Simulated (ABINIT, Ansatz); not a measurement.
# AlTlO2 (Fd-3m): G0W0 on several meshes in ABINIT, part 2 of 2

Aim: the GW shift of AlTlO2 (Fd-3m) against the k mesh.

ABINIT 10.8.3; LDA and many-body steps on it, plane waves. Known limits of the many-body steps: not at the basis limit; exchange with frozen shells missing; no spin-orbit coupling; coarse k mesh.

So far. Step 4 (2×2×2): The gap on the mesh goes from 2.49 eV to 3.36 eV, a correction of +0.87 eV. Step 5 (Empty states on the mesh, 4×4×4 mesh, 125 bands): On this mesh the gap is 2.268 eV.

## (7) 4×4×4

This step: G0W0 on LDA, plane waves, norm-conserving pseudopotentials.

run.abi reads:

```
acell 3*1.0 Angstrom
rprim 
  -0.000000000000 4.042720000000 4.042720000000
  4.042720000000 -0.000000000000 4.042720000000
  4.042720000000 4.042720000000 -0.000000000000
ntypat 3
znucl 13 81 8
natom 8
typat 1 1 2 2 3 3 3 3
xred 
  0.250000000000 0.250000000000 0.250000000000
  0.000000000000 -0.000000000000 0.000000000000
  0.750000000000 0.750000000000 0.750000000000
  0.500000000000 0.500000000000 0.500000000000
  0.125000000000 0.125000000000 0.125000000000
  0.625000000000 0.125000000000 0.125000000000
  0.125000000000 0.625000000000 0.125000000000
  0.125000000000 0.125000000000 0.625000000000
pp_dirpath "pseudos"
pseudos "Al.upf, Tl.upf, O.upf"
ecut 36
ngkpt 4 4 4
nshiftk 1
shiftk 0 0 0
kptopt 1
chksymbreak 0
istwfk *1
occopt 1
irdwfk 1
optdriver 4
nband 115
gwcalctyp 0
ecutsigx 36
symsigma 1
nkptgw 3
kptgw 
  0.5000000000 0.0000000000 0.0000000000
  -0.2500000000 0.2500000000 0.0000000000
  0.0000000000 0.0000000000 0.0000000000
bdgw 
  26 31
  27 30
  26 31
ecuteps 4.2
irdscr 1
ppmodel 1
indata_prefix "in"
outdata_prefix "out"
tmpdata_prefix "tmp"
```

The run is started by

```sh
OMP_NUM_THREADS=1 mpirun -n 4 abinit run.abi > log
```

Numbers of over 12 decimals in the logs are rounded to 6 here.

The program printed:

```text
.Version 10.8.3 of ABINIT. v10.8.2 released Aug 2026.

 Symmetries : space group Fd -3 m (#227); Bravais cF (face-center cubic)
[... echo of the input left out ...]
== DATASET  1 ==================================================================
-   mpi_nproc: 4, omp_nthreads: 1 (-1 if OMP is not activated)

--- !DatasetInfo
iteration_state: {dtset: 1, }
dimensions: {natom: 8, nkpt: 8, mband: 115, nsppol: 1, nspinor: 1, nspden: 1, mpw: 9257, }
cutoff_energies: {ecut:  36.0, pawecutdg:  -1.0, }
electrons: {nelect:   5.60000000E+01, charge:   0.00000000E+00, occopt:   1.00000000E+00, tsmear:   1.00000000E-02, }

 SIGMA: Calculation of the GW corrections

 Based on a program developped by R.W. Godby, V. Olevano, G. Onida, and L. Reining.
 Incorporated in ABINIT by V. Olevano, G.-M. Rignanese, and M. Torrent.
.Using double precision arithmetic ; gwpc =  8

[... cell and pseudopotentials left out ...]
--------------------------------------------------------------------------------

 ==== K-mesh for the wavefunctions ====
 Number of points in the irreducible wedge :     8
[... list of points left out ...]
 Together with 48 symmetry operations and time-reversal symmetry
 yields    64 points in the full Brillouin Zone.

 ==== Q-mesh for screening function ====
 Number of points in the irreducible wedge :     8
[... list of points left out ...]
 Together with 48 symmetry operations and time-reversal symmetry
 yields    64 points in the full Brillouin Zone.

 vcoul_init : cutoff-mode = AUXILIARY_FUNCTION
 q-points for optical limit:   1
     1)      0.000010    0.000020    0.000030
 setmesh: FFT mesh size selected  =    60x   60x   60
          total number of points  =       216000

 Number of electrons calculated from density =   56.0000; Expected =   56.0000
[...]
number of plane-waves for wavefunctions          9257
 number of bands                                   115
 number of q-points in IBZ                           8
 number of frequencies                               2
 number of real frequencies                          1
 number of imag frequencies                          1

 matrix elements of self-energy operator (all in [eV])

 Perturbative Calculation

--- !SelfEnergy_ee
iteration_state: {dtset: 1, }
kpoint     : [   0.500,    0.000,    0.000, ]
spin       : 1
KS_gap     :    2.490
QP_gap     :    3.380
Delta_QP_KS:    0.891
data: !SigmaeeData |
     Band     E0 <VxcDFT>   SigX SigC(E0)      Z dSigC/dE  Sig(E)    E-E0       E
       26   1.674 -18.576 -24.068   5.137   0.752  -0.330 -18.844  -0.267   1.406
       27   1.674 -18.576 -24.068   5.137   0.752  -0.330 -18.844  -0.267   1.406
       28   2.346 -19.306 -24.740   5.188   0.751  -0.332 -19.490  -0.184   2.162
[...]
--- !SelfEnergy_ee
iteration_state: {dtset: 1, }
kpoint     : [  -0.250,    0.250,    0.000, ]
spin       : 1
KS_gap     :    2.441
QP_gap     :    3.423
Delta_QP_KS:    0.982
data: !SigmaeeData |
     Band     E0 <VxcDFT>   SigX SigC(E0)      Z dSigC/dE  Sig(E)    E-E0       E
[...]
--- !SelfEnergy_ee
iteration_state: {dtset: 1, }
kpoint     : [   0.000,    0.000,    0.000, ]
spin       : 1
KS_gap     :    2.507
QP_gap     :    3.466
Delta_QP_KS:    0.958
data: !SigmaeeData |
     Band     E0 <VxcDFT>   SigX SigC(E0)      Z dSigC/dE  Sig(E)    E-E0       E
[...]
30   4.843  -9.357  -5.879  -2.549   0.833  -0.201  -8.584   0.773   5.616
       31   4.843  -9.357  -5.879  -2.549   0.833  -0.201  -8.584   0.773   5.616

== END DATASET(S) ==============================================================
================================================================================

 -outvars: echo values of variables after computation  --------
           etotal      0.0000000000E+00
            nband         115
             nkpt           8
          spgroup         227
 [... the other variables as echoed above ...]

 Calculation completed.
```

The job ended after 84 s (4 MPI ranks of Arm Neoverse N1, shared host; peak memory 2.2 GiB; 5.6 min of CPU time).

Numbers from this step:

```yaml
g0w0_gap_on_the_points_computed: 3.224 eV
starting_gap_on_the_mesh: 2.268 eV
k_of_the_valence_top: 0.5, 0, 0
k_of_the_conduction_bottom: -0.25, 0.25, 0
z_at_the_valence_top: 0.751
z_at_the_conduction_bottom: 0.821
least_direct_g0w0_gap_on_the_computed_points: 3.38 eV
```

Against G0W0 in ABINIT (2×2×2 mesh, 115 bands, screening to 114.3 eV, Godby-Needs plasmon pole), the gap moves by −0.136 eV.

## (8) Side by side

Times are wall times on 4 MPI ranks of Arm Neoverse N1, shared host, good to a factor of about two. A run's time includes the screening step that it read.

```tsv
run	mesh	bands	screening cutoff (eV)	DFT gap (eV)	gap on the mesh (eV)	direct (eV)	ε∞ used	time
2×2×2	2×2×2	115	114.3	2.490	3.360	3.360	5.39	68 s
4×4×4	4×4×4	115	114.3	2.268	3.224	3.380	5.05	6.8 min
```

## (9) Summary of results

| Property | Result |
| --- | --- |
| 2×2×2 | 3.360 eV |
| 4×4×4 | 3.224 eV |
| known limits | not at the basis limit; exchange with frozen shells missing; no spin-orbit coupling; coarse k mesh |

4×4×4: −0.136 eV against 2×2×2, −0.222 eV of it in the start. Bands and cutoff are finite, so the gap is not at the basis limit. The miss can reach some tenths of an eV and take either sign; the mesh is an error of its own. In the first G0W0 run levels were corrected at 2 k points alone, so a gap called «on the mesh» is the least over those, and an edge elsewhere would be missed. A denser mesh or path gives a starting gap of 2.15 eV: the GW mesh misses a band edge, so its gaps are not the fundamental one. The 2×2×2 mesh is coarse for this cell, which bears on the long-range parts of exchange and screening. Where an edge is built on 6p states of lead, bismuth or thallium, scalar-relativistic gaps usually stand too wide, by a few tenths to over one eV. The norm-conserving file of at least one element keeps a d shell over frozen s and p shells of the same row. Exchange with those shells is missing from the self-energy, an error of 0.3 to 0.9 eV in cases checked, whose sign depends on which edge lies on those atoms. The many-body steps are scalar-relativistic: spin-orbit coupling is not in them.

[Paths, hosts, dates, memory and timing lines, banners, echoed tables and standing remarks are left out of the program output.]

[Logs are printed without paths, hosts, clocks, repeated set-up lines and the standing remarks that a program may print on its own settings, such as how far it seeks lower states.]

[Runs of the session that timed out or met a known fault of the program may be left out.]

[No measured gap is set beside runs whose start may be inverted or whose files or cutoffs have a known fault.]

[Hosts, paths, dates, database ids (printed as entryN), source tags and the programs' standing remarks are cut or masked in the printed files.]

[G0W0 gaps are taken among the corrected bands and points alone; a level outside them can change the order at an edge.]

[Where Ansatz stands beside ABINIT at settings called matched, ABINIT's density can come from a denser mesh and the files from another edition; pairs whose starting gaps differed by over 0.03 eV were left out, so agreement reads better than it is.]
